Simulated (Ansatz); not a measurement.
**Al (Fm-3m): Drude plasma energy against volume**

The cell of Al (Fm-3m) is scaled evenly and the response computed anew at each volume, on one mesh.

Symmetry: Fm-3m, No. 225, cubic system. Conventional cell: a = 4.050 Å, b = 4.050 Å, c = 4.050 Å, α = 90.00°, β = 90.00°, γ = 90.00°. Around Al on site a lie 12 Al at 2.86 Å.

Method: Ansatz 0.2.0, PBE, independent particles, k-mesh 18×18×18 with interpolation inside its cells, Gaussian parameter 0.1 eV.

Launch of the response step: `ansatz run input.yaml --threads 4 --pin off --max-ram 8192MiB --backend cpu --events-out ev --progress --plain --runs-dir out`. The series took 38 s in all, on 4 threads of Arm Neoverse V2 (shared host).

| V/V₀ | V (Å³, primitive cell) | Drude plasma energy (eV) |
| --- | --- | --- |
| 0.94 | 15.61 | 12.4013 |
| 0.96 | 15.94 | 12.4151 |
| 0.98 | 16.27 | 12.4360 |
| 1.00 | 16.60 | 12.4606 |
| 1.02 | 16.93 | ? |
| 1.04 | 17.27 | 12.5179 |
| 1.06 | 17.60 | 12.5493 |

For small changes the quantity should be close to linear in ln V.

Working, on the rows shown:

| x = ln(V/V₀) | y = Drude plasma energy |
| --- | --- |
| -0.0618754 | 12.4013 |
| -0.040822 | 12.4151 |
| -0.0202027 | 12.436 |
| 0 | 12.4606 |
| 0.0392207 | 12.5179 |
| 0.0582689 | 12.5493 |

Means: x̄ = -0.0042351, ȳ = 12.463. Σ(x − x̄)(y − ȳ) = 0.01351, Σ(x − x̄)² = 0.01073. Slope = 0.01351 / 0.01073 = 1.259; intercept = ȳ − slope · x̄ = 12.469. The line misses the rows shown by up to 0.011 eV, in a bent pattern, so a parabola y = c₀ + c₁x + c₂x² is fitted. The sums Σx = -0.025410484, Σx² = 0.01083668, Σx³ = -5.4996726e-05, Σx⁴ = 3.1495593e-05, Σy = 74.7802, Σxy = -0.30319048 and Σx²y = 0.13510794 in the three normal equations give c₀ = 12.46, c₁ = 1.263, c₂ = 4.858; the parabola misses the rows by at most 0.0014 eV.

**Question.** What does the fit predict for the withheld row, and how well does it do?

**Answer.** At x = 0.019803 the parabola gives y = 12.487 eV. The run gave 12.4881 eV, so the interpolation is off by 0.0012 eV, 0.8 % of the range in the table.

Between the rows on either side of x = 0 the slope is (12.4881 − 12.436) / (0.019803 − (-0.020203)) = 1.302. So d ln ωp/d ln V = +0.10; free electrons would give −0.50. The values come from a sum over the points of one k-mesh and carry its error, which is largest for Fermi-surface quantities.
